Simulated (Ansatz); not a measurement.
# Br on Ru(0001): change of the work function, part 3 of 3

How does Br on the fcc site change the work function of Ru(0001) as the layer fills?

Ansatz 0.2.0; plane-wave DFT, PBE, Ansatz PAW.

So far, work function, upper face (eV): step 2 (the clean slab) 5.05; step 3 (17 atoms, coverage 0.25 ML, cell 2x2) 4.49.

### 4. The covered slab, k-mesh 12×12×1, coverage 1 ML

System of this step: Br/Ru(0001). The cell holds 5 atoms: 4 Ru and 1 Br. Its edges and angles: a = 2.700 Å, b = 2.700 Å, c = 26.634 Å, α = 90.0°, β = 90.0°, γ = 60.0°. Vacuum lies along c.

Another coverage, to see how the dipoles act on each other as their distance changes.

File input.yaml:

```yaml
crystal:
  lattice:
    - [2.7, 0.0, 0.0]
    - [1.35, 2.3382685902, 0.0]
    - [0.0, 0.0, 26.6344171092]
  atoms:
    - { symbol: Ru, position: [0.6666666667, 0.6666666667, 0.3379086527] }
    - { symbol: Ru, position: [0.0, 0.0, 0.4181957486] }
    - { symbol: Ru, position: [0.6666666667, 0.6666666667, 0.4992108028] }
    - { symbol: Ru, position: [0.0, 0.0, 0.5774974232] }
    - { symbol: Br, position: [0.3333333333, 0.3333333333, 0.6620913473] }
kpoints:
  mp_grid: { grid: [12, 12, 1] }
hamiltonian:
  xc: pbe
scf:
  occupations: { method: fermi_dirac, width: 0.1 }
  convergence: { dr2_threshold: 1.0e-08 }
efield:
  axis: 3
  dipole_correction: true
  ramp_position: 0.97
  ramp_width: 0.06
relax:
  f_tol: 0.02
  max_steps: 60
  constraints: [{ sites: [0, 1] }]
output:
  write_potential: true
  write_density: true
  volumetric_format: npy
```

Launch:

```bash
ansatz run input.yaml --threads 4 --pin off --max-ram 6144MiB --backend cpu --events-out ev --progress --plain --runs-dir out
```

Numbers of over 12 decimals in the logs are rounded to 6 here.

The log of the run:

```text
[...]
Crystal: 5 atoms, lattice volume = 168.152 Å³
Basis set: ecut = 420 eV, 3335 PW (Γ), exchange–correlation on 40×40×360 points (8 copies of the dense FFT grid, shifted against one another)
Bands: 43, of which v1, the nominal top of the filled ones, is band 36 counted from 1 (35 counted from 0)
Symmetry: 6 space group operations
[...]
k-points: 19 of 144 (time reversal used)
[...]
SCF iter   1: F=—  HF=-26295.318518 eV  |F-HF|=—  |Δ(HF+E_count)|=         —  Δρ=2.46e-2  dr2=1.99e1  ethr=1.77e-3  p=0.060 e·Å  D=6.41e-2 V/Å  ΔV_dip=-1.71 eV  dr2_dipole=7.37e0  V_vac-E_F(+/−)=3.26/4.97 eV  ⟨swp⟩=9.5  Hψ=3866  notcnv=0
[...]
SCF iter  10: F=-26295.052219 eV  HF=-26295.052219 eV  |F-HF|=1.11e-8  |Δ(HF+E_count)|=   4.59e-8  Δρ=8.52e-7  dr2=2.30e-9  ethr=1.41e-11  p=0.047 e·Å  D=5.06e-2 V/Å  ΔV_dip=-1.35 eV  dr2_dipole=2.63e-10  V_vac-E_F(+/−)=3.68/5.03 eV  ⟨swp⟩=10.3  Hψ=6301  notcnv=0
SCF 1 converged in 10 iterations: F = -26295.052219 eV  dr2 = 2.30e-9
[...]
relax step   1: F+E_penalty+E_count = -26295.05221944 eV  Δ(F+E_penalty+E_count) = +0.000e0 eV  max|allowed force component| = 4.075e-1 eV/Å  Δτ_max = 0.0000 Å  (10 SCF iters, accepted)
[...]
SCF iter   1: F=—  HF=-26295.087401 eV  |F-HF|=—  |Δ(HF+E_count)|=         —  Δρ=3.70e-3  dr2=2.38e-1  ethr=2.82e-4  p=0.047 e·Å  D=5.06e-2 V/Å  ΔV_dip=-1.35 eV  dr2_dipole=1.02e-1  V_vac-E_F(+/−)=3.69/5.04 eV  ⟨swp⟩=1.9  Hψ=3016  notcnv=0
[...]
eigensolver tolerance schedule calibrated: the retry pair's looser diagonalisation under-reported the residual by θ = 0.16 (0.15/decade); ethr = c·dr2/N_el runs at the constant in force after the calibration composes with the one it found (an armed cap, an earlier calibration), c = 4.3e-2
[...]
SCF iter   2: F=—  HF=-26295.082322 eV  |F-HF|=—  |Δ(HF+E_count)|=   5.08e-3  Δρ=1.65e-3  dr2=1.32e-2  ethr=1.43e-4  p=0.039 e·Å  D=4.14e-2 V/Å  ΔV_dip=-1.10 eV  dr2_dipole=5.29e-4  V_vac-E_F(+/−)=3.91/5.01 eV  ⟨swp⟩=2.0  Hψ=1130  notcnv=0
[...]
SCF iter   8: F=-26295.080645 eV  HF=-26295.080645 eV  |F-HF|=4.83e-8  |Δ(HF+E_count)|=   2.62e-7  Δρ=1.30e-6  dr2=3.17e-9  ethr=6.00e-12  p=0.041 e·Å  D=4.44e-2 V/Å  ΔV_dip=-1.18 eV  dr2_dipole=3.45e-11  V_vac-E_F(+/−)=3.83/5.01 eV  ⟨swp⟩=10.9  Hψ=6450  notcnv=0
SCF 2 converged in 8 iterations: F = -26295.080645 eV  dr2 = 3.17e-9
[...]
relax step   2: F+E_penalty+E_count = -26295.08064480 eV  Δ(F+E_penalty+E_count) = -2.843e-2 eV  max|allowed force component| = 3.007e-1 eV/Å  Δτ_max = 0.1163 Å  (8 SCF iters, accepted)
SCF iter   1: F=—  HF=-26295.094982 eV  |F-HF|=—  |Δ(HF+E_count)|=         —  Δρ=2.71e-3  dr2=4.37e-2  ethr=1.47e-3  p=0.041 e·Å  D=4.44e-2 V/Å  ΔV_dip=-1.18 eV  dr2_dipole=1.14e-2  V_vac-E_F(+/−)=3.83/5.02 eV  ⟨swp⟩=4.2  Hψ=1774  notcnv=0
[...]
SCF iter   9: F=-26295.089960 eV  HF=-26295.089960 eV  |F-HF|=7.81e-9  |Δ(HF+E_count)|=   4.40e-8  Δρ=5.49e-7  dr2=2.62e-9  ethr=1.41e-11  p=0.036 e·Å  D=3.85e-2 V/Å  ΔV_dip=-1.02 eV  dr2_dipole=2.83e-10  V_vac-E_F(+/−)=3.97/5.00 eV  ⟨swp⟩=10.0  Hψ=6026  notcnv=0
SCF 3 converged in 9 iterations: F = -26295.089960 eV  dr2 = 2.62e-9
relax step   3: F+E_penalty+E_count = -26295.08995979 eV  Δ(F+E_penalty+E_count) = -9.315e-3 eV  max|allowed force component| = 8.794e-2 eV/Å  Δτ_max = 0.0698 Å  (9 SCF iters, accepted)
SCF iter   1: F=—  HF=-26295.091111 eV  |F-HF|=—  |Δ(HF+E_count)|=         —  Δρ=1.10e-3  dr2=1.38e-2  ethr=6.92e-5  p=0.036 e·Å  D=3.85e-2 V/Å  ΔV_dip=-1.02 eV  dr2_dipole=4.46e-3  V_vac-E_F(+/−)=3.97/5.00 eV  ⟨swp⟩=2.9  Hψ=1683  notcnv=0
[...]
SCF iter   7: F=-26295.090659 eV  HF=-26295.090659 eV  |F-HF|=4.25e-8  |Δ(HF+E_count)|=   2.86e-7  Δρ=1.18e-6  dr2=3.09e-9  ethr=1.41e-11  p=0.035 e·Å  D=3.78e-2 V/Å  ΔV_dip=-1.01 eV  dr2_dipole=1.71e-11  V_vac-E_F(+/−)=3.99/5.00 eV  ⟨swp⟩=11.2  Hψ=6638  notcnv=0
SCF 4 converged in 7 iterations: F = -26295.090659 eV  dr2 = 3.09e-9
relax step   4: F+E_penalty+E_count = -26295.09065903 eV  Δ(F+E_penalty+E_count) = -6.992e-4 eV  max|allowed force component| = 1.542e-2 eV/Å  Δτ_max = 0.0229 Å  (7 SCF iters, accepted)
[...]
the search or the solves at the SCF's close seem to have found levels that the self-consistency loop had missed (the run counts 1). By its estimate they hold 8.70e-11 electrons. The energies and the density leave them out; if the run goes on with those levels, later outputs use occupations computed again with them
[...]
SCF converged after 7 iterations
Free energy (F): -26295.090659 eV
[...]
Internal energy: -26294.929224 eV  (E = F + TS)
E sigma→0 (E₀):  -26295.009942 eV
Entropy (-TS):   -0.161435 eV (-32.287 meV/atom)
Fermi energy:    6.254886 eV
Dipole field:    D = 0.037778 V/Å  (p = 0.035105 e·Å, saw-weighted, corrected)
Work function:   Φ+ = 3.9897 eV   Φ− = 4.9959 eV
[...]
--- Forces (eV/Å), atoms counted from 1 ---
  atom   1  Ru     0.00000000     0.00000000     0.47584682
  atom   2  Ru    -0.00000000     0.00000000    -0.47361546
  atom   3  Ru     0.00000000    -0.00000000    -0.01542275
  atom   4  Ru     0.00000000     0.00000000     0.00744738
  atom   5  Br     0.00000000    -0.00000000     0.00575761
  max |Σ_I F_I| component: 1.36e-5 eV/Å
--- Band table (eV; the first three rows and the last of 19) ---
  k-point 0: bands = [... 32 lower, 4.9147, 5.3694, 5.3694, 6.3089, 6.3089, 6.8649, 7.1104, 7.1104, ... 3 higher]
  k-point 1: bands = [... 32 lower, 4.7198, 5.2258, 5.3045, 5.9617, 6.2434, 6.3697, 7.1022, 7.2081, ... 3 higher]
  k-point 2: bands = [... 32 lower, 4.8243, 4.8729, 5.2459, 5.4051, 5.5424, 6.1366, 6.5013, 7.0316, ... 3 higher]
  k-point 18: bands = [... 32 lower, 4.9619, 5.1666, 5.8187, 6.6916, 6.8960, 7.0705, 7.3460, 7.3571, ... 3 higher]
--- Relaxed structure (4 steps of the walk, 4 accepted, 0 SCFs on fresh bases) ---
  F+E_penalty+E_count = -26295.09065903 eV   max|allowed force component| = 1.542e-2 eV/Å
  atoms:
    - { symbol: Ru, position: [0.666667, 0.666667, 0.337909] }
    - { symbol: Ru, position: [-1.850371707762447e-17, -1.8503717077624474e-17, 0.418196] }
    - { symbol: Ru, position: [0.666667, 0.666667, 0.499825] }
[...]
- { symbol: Br, position: [0.333333, 0.333333, 0.669937] }
```

The job ended after 4.3 s (4 threads of AMD EPYC 9R45, shared host; peak memory 0.57 GiB).

Step by step:

| step | energy less that of the first step (eV) | largest force component (eV/Å) |
| --- | --- | --- |
| 1 | 0.0000 | 0.4075 |
| 2 | -0.0284 | 0.3007 |
| 3 | -0.0377 | 0.0879 |
| 4 | -0.0384 | 0.0154 |

The run keeps the 6 symmetry operations that it works with, so distortions that break them were not tested.

The atoms that moved most (Å):

| atom | dx | dy | dz | length |
| --- | --- | --- | --- | --- |
| Br5 | 0.000 | 0.000 | 0.209 | 0.209 |
| Ru3 | 0.000 | 0.000 | 0.016 | 0.016 |
| Ru4 | 0.000 | 0.000 | -0.011 | 0.011 |

The relaxed structure:

```cif
data_structure
_symmetry_space_group_name_H-M 'P 1'
_symmetry_Int_Tables_number 1
_cell_length_a 2.7000
_cell_length_b 2.7000
_cell_length_c 26.6344
_cell_angle_alpha 90.000
_cell_angle_beta 90.000
_cell_angle_gamma 60.000
_cell_volume 168.15
loop_
_atom_site_label
_atom_site_type_symbol
_atom_site_fract_x
_atom_site_fract_y
_atom_site_fract_z
_atom_site_occupancy
Ru1 Ru 0.66667 0.66667 0.33791 1
Ru2 Ru 0.00000 0.00000 0.41820 1
Ru3 Ru 0.66667 0.66667 0.49983 1
Ru4 Ru 0.00000 0.00000 0.57710 1
Br5 Br 0.33333 0.33333 0.66994 1
```

Numbers from this step:

```yaml
energy_at_zero_smearing: -26295.0099 eV
work_function_upper_face: 3.990 eV
work_function_lower_face: 4.996 eV
dipole_along_the_normal: 0.03511 e·Å
step_between_the_vacuum_levels: -1.006 eV
```

Running mean over 2.138 Å of the planar mean; the ramp of the sawtooth is left out. The electron's electrostatic potential energy less the Fermi level by z:

| z (Å) | electron's electrostatic potential energy less the Fermi level (eV) |
| --- | --- |
| 3.5 | 5.00 |
| 4.0 | 5.00 |
| 4.5 | 4.99 |
| 5.0 | 4.99 |
| 5.5 | 4.97 |
| 6.0 | 4.91 |
| 6.5 | 4.69 |
| 7.0 | 3.88 |
| 7.5 | 0.695 |
| 8.0 | -6.29 |
| 8.5 | -12.3 |
| 9.0 | -14.2 |
| 9.5 | -14.5 |
| 10.0 | -14.6 |
| 10.5 | -14.7 |
| 11.0 | -14.8 |
| 11.5 | -14.7 |
| 12.0 | -14.4 |
| 12.5 | -14.5 |
| 13.0 | -14.8 |
| 13.5 | -15.1 |
| 14.0 | -15.8 |
| 14.5 | -15.9 |
| 15.0 | -15.2 |
| 15.5 | -14.7 |
| 16.0 | -12.7 |
| 16.5 | -9.74 |
| 17.0 | -9.71 |
| 17.5 | -11.5 |
| 18.0 | -11.5 |
| 18.5 | -8.93 |
| 19.0 | -3.05 |
| 19.5 | 2.00 |
| 20.0 | 3.61 |
| 20.5 | 3.91 |
| 21.0 | 3.97 |
| 21.5 | 3.99 |
| 22.0 | 3.99 |
| 22.5 | 3.99 |
| 23.0 | 3.99 |
| 23.5 | 3.99 |

The relaxation took 4 steps and lowered the energy by 0.038 eV; the largest force on the free atoms ends at 0.015 eV/Å.

The covered face has 3.99 eV, -1.06 eV against the clean one; the bare back face has moved by -0.08 eV, a measure of how thin the slab is.

### 5. Work function against coverage

This step: plane-wave DFT, PBE, Ansatz PAW; work function against coverage (Ansatz 0.2.0).

The runs are now put side by side.

This step gave:

```yaml
work_function_of_the_clean_face: 5.046 eV
largest_change_of_the_work_function: -1.056 eV
```

The work function of the covered face by coverage:

| coverage (adsorbates/nm²) | work function of the covered face (eV) |
| --- | --- |
| 0.00 | 5.05 |
| 3.96 | 4.49 |
| 15.84 | 3.99 |

The dipole per adsorbate comes from the change of the cell's dipole. Coverage, by row:

| coverage (1/nm²) | coverage (ML) | work function (eV) | change (eV) | dipole per adsorbate, positive end outwards (debye) | mean height of the added atoms over the highest substrate atom (Å) |
| --- | --- | --- | --- | --- | --- |
| 3.96 | 0.25 | 4.494 | -0.5513 | 0.326 | 2.109 |
| 15.84 | 1 | 3.99 | -1.056 | 0.164 | 2.473 |

### 6. Outcome

```yaml
work_function_of_the_clean_face: 5.05 eV
work_function_at_0p25_ml: 4.49 eV
work_function_at_1_ml: 3.99 eV
dipole_per_adsorbate_at_0p25_ml_positive_end_outwards: 0.33 D
```

**Reading.** Br lowers the work function of Ru(0001) at the lowest coverage, by 0.55 eV: the adsorbate layer has its positive end outwards. An electronegative adsorbate that lowers the work function shows that charge transfer alone doesn't fix the sign: the pushed-back electron tail of the metal and the adsorbate's own polarisation count too. At the highest coverage the adsorbates are pressed to about 2.7 Å, closer than unbonded atoms of this kind usually come, so a real layer may not reach it. The slab has 4 layers, at the tabulated experimental lattice constant, one starting site was run, and quantum-size effects of a slab this thin can reach one or two tenths of an eV.

[Logs are printed without paths, hosts, clocks, repeated set-up lines and the standing remarks that a program may print on its own settings, such as how far it seeks lower states.]

[Hosts, paths, dates, database ids (printed as entryN), source tags and the programs' standing remarks are cut or masked in the printed files.]

[Maps of the electrostatic potential energy from Ansatz leave out the sawtooth potential of an applied field or a dipole correction, so their vacuum need not be flat; planar profiles and work functions include it.]
